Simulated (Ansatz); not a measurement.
**HfO2 (Fm-3m): the dielectric response against the k mesh**

Aim: how dense a k mesh do ε∞ and the zone-centre modes of HfO2 (Fm-3m) need?

Main program and level: Ansatz 0.2.0; DFT LDA, scalar-relativistic, plane waves, PAW; PAW set soft_1.

The raw output is cut from this account; settings, times and results stay.

## (1) The system as given

The structure is cubic, space group Fm-3m (No. 225). The conventional cell has a = 5.004 Å, b = 5.004 Å, c = 5.004 Å, α = 90.00°, β = 90.00°, γ = 90.00°. Nearest to O lie 4 Hf at 2.17 Å. Hf has 8 O at 2.17 Å nearest. Farther neighbours, and contacts between anions beyond the nearest, are not listed.

## (2) Bringing the structure to rest

Harmonic phonons are second derivatives at a point where the forces vanish, and they are wanted at zero stress, so atoms and cell are relaxed first.

The input, input.yaml:

```yaml
crystal:
  lattice:
    - [0.0, 2.5021624955, 2.5021624955]
    - [2.5021624955, 0.0, 2.5021624955]
    - [2.5021624955, 2.5021624955, 0.0]
  atoms:
    - { symbol: O, position: [0.25, 0.25, 0.25] }
    - { symbol: O, position: [0.75, 0.75, 0.75] }
    - { symbol: Hf, position: [0.0, 0.0, 0.0] }
kpoints:
  mp_grid: { grid: [8, 8, 8] }
hamiltonian:
  xc: lda
  pseudopotentials: { kind: paw, azcp: { folder: soft_1 }, xc_functional: pbe }
scf:
  occupations: { method: gaussian, width: 0.02 }
output:
  forces: true
  stress: true
  eigenvalues: true
relax:
  adjacent_minimum: "off"
  f_tol: 0.005
  max_steps: 80
  cell: { stress_tol: 0.05 }
```

On the command line:

```bash
> ansatz run input.yaml --threads 8 --pin off --max-ram 20480MiB --backend cpu --events-out ev --progress --plain --runs-dir out
```

Wall time 1.4 s (8 threads of Arm Neoverse V2, shared host); peak memory 0.33 GiB; 6 s of CPU time.

Little changed from the start: no atom moved by 0.005 Å and no cell edge by 0.1 %.

Read from the output:

* pressure: -0.01258 GPa
* gap on the k-mesh: 3.661 eV
* volume per atom: 10.43 Å³

In this step the volume went from 10.44 to 10.43 Å³/atom.

## (3) Tight relaxation

Phonons need small forces and stress, so the relaxation is finished with tight tolerances on 8×8×8 k points.

input.yaml, the sections that differ from step 2:

```yaml
crystal:
  lattice:
    - [0.0, 2.5009076333, 2.5009076333]
    - [2.5009076333, 0.0, 2.5009076333]
    - [2.5009076333, 2.5009076333, 0.0]
  atoms:
    - { symbol: O, position: [0.25, 0.25, 0.25] }
    - { symbol: O, position: [0.75, 0.75, 0.75] }
    - { symbol: Hf, position: [0.0, 0.0, 0.0] }
scf:
  occupations: { method: fixed }
relax:
  adjacent_minimum: "off"
  f_tol: 0.001
  max_steps: 60
  cell: { stress_tol: 0.01 }
# kpoints, hamiltonian, output: as in step 2
```

Wall time 1.1 s (8 threads); peak memory 0.32 GiB; 4.5 s of CPU time.

Little changed from the start: no atom moved by 0.005 Å and no cell edge by 0.1 %.

Numbers from this step:

```yaml
pressure: 0.001431 GPa
```

The forces vanish by symmetry and the pressure is 0.001 GPa, within the tolerances set. The cell now holds 10.43 Å³/atom.

## (4) Response on one mesh, 4×4×4

Phonons follow from the second derivative of the energy, found here by linear response.

The response is solved on 4×4×4 k points.

input.yaml, the sections that differ from step 3:

```yaml
crystal:
  lattice:
    - [0.0, 2.5008662492, 2.5008662492]
    - [2.5008662492, 0.0, 2.5008662492]
    - [2.5008662492, 2.5008662492, 0.0]
  atoms:
    - { symbol: O, position: [0.25, 0.25, 0.25] }
    - { symbol: O, position: [0.75, 0.75, 0.75] }
    - { symbol: Hf, position: [0.0, 0.0, 0.0] }
kpoints:
  mp_grid: { grid: [4, 4, 4] }
output:
  eigenvalues: true
phonons:
  method: dfpt
  dielectric: true
  rigid_motions: translations
  field_mesh: kpoints
# hamiltonian, scf: as in step 3
# relax: removed
```

The job ended after 2.2 s (8 threads; peak memory 0.38 GiB).

This step gave:

```
sum-rule residual before enforcement                    : 1.32e-4 eV/Å²
miss of the charge sum rule                             : 2.46e-5 e
point group                                             : m-3m
highest optical mode at the zone centre (no LO-TO term) : 596.1 cm⁻¹
lowest optical zone-centre mode                         : 247.3 cm⁻¹
mean high-frequency dielectric constant                 : 5.186
largest Born charge (third of the trace)                : 5.588 e
mean static dielectric constant                         : 34.78
top of the zone-centre spectrum with the field          : 640.5 cm⁻¹
```

Without the LO-TO term the lowest optical mode is real, 247 cm⁻¹, and the highest lies at 596.1 cm⁻¹.

## (5) Response on one mesh, 16×16×16

The response is solved on 16×16×16 k points.

input.yaml, as its differences from that of step 4:

```diff
@@ -10,3 +10,3 @@
 kpoints:
-  mp_grid: { grid: [4, 4, 4] }
+  mp_grid: { grid: [16, 16, 16] }
 hamiltonian:
```

Wall time 53 s (8 threads); peak memory 1.9 GiB.

This step gave:

```
sum-rule residual before enforcement                    : 9.66e-5 eV/Å²
miss of the charge sum rule                             : 2.34e-5 e
highest optical mode at the zone centre (no LO-TO term) : 596.5 cm⁻¹
lowest optical zone-centre mode                         : 248.4 cm⁻¹
mean high-frequency dielectric constant                 : 5.397
largest Born charge (third of the trace)                : 5.590 e
mean static dielectric constant                         : 34.75
top of the zone-centre spectrum with the field          : 630.3 cm⁻¹
```

Without the LO-TO term the lowest optical mode is real, 248 cm⁻¹, and the highest lies at 596.5 cm⁻¹.

For the mean high-frequency dielectric constant, step 4 gave 5.19; this run, with k-mesh 16×16×16 and k divisions 16, gives 5.40 (+4 %).

## (6) All members side by side

The members are set side by side, also those not shown above.

One cell throughout; the field response is solved on the k mesh of the run itself. The response against the k mesh:

```tsv
k divisions along a1	ε∞	ε0	largest Born charge (e)	top mode with the field, q along x, y or z (cm⁻¹)	mode 7 T2g (cm⁻¹)
4	5.186	34.78	5.588	640.5	596.1
6	5.38	34.75	5.59	631.2	596.5
8	5.395	34.76	5.59	630.4	596.5
10	5.396	34.75	5.59	630.3	596.5
12	5.397	34.75	5.59	630.3	596.5
14	5.397	34.76	5.59	630.3	596.5
16	5.397	34.75	5.59	630.3	596.5
```

## (7) Results

```json
{"members": "7", "last mode of the table (no LO-TO term), 4 k divisions": "596.1 cm⁻¹", "last mode of the table (no LO-TO term), 16 k divisions": "596.5 cm⁻¹"}
```

What this shows: ε∞ goes from 5.19 at 4 divisions to 5.40 at 16; from 6 divisions on it stays within 1 % of the last value. The highest mode without the field stays within 1 cm⁻¹ of its last value from 4 divisions on. The top mode with the field moves by -10.2 cm⁻¹ over the series. So the field response needs the denser mesh. These are harmonic frequencies at zero temperature: anharmonic shifts, linewidths and thermal expansion are left out. Spin-orbit coupling is left out, which can matter for the heavy elements here. The PAW files were made for PBE and are used here under another functional, an approximation that was not tested in this session. Only the zone centre was solved, so an instability at another wavevector cannot show here.

[Long decimals in the printed logs are rounded to 6 places.]

[Logs are printed without paths, hosts, clocks, repeated set-up lines and the standing remarks that a program may print on its own settings, such as how far it seeks lower states.]

[Hosts, paths, dates, database ids (printed as entryN), source tags and the programs' standing remarks are cut or masked in the printed files.]
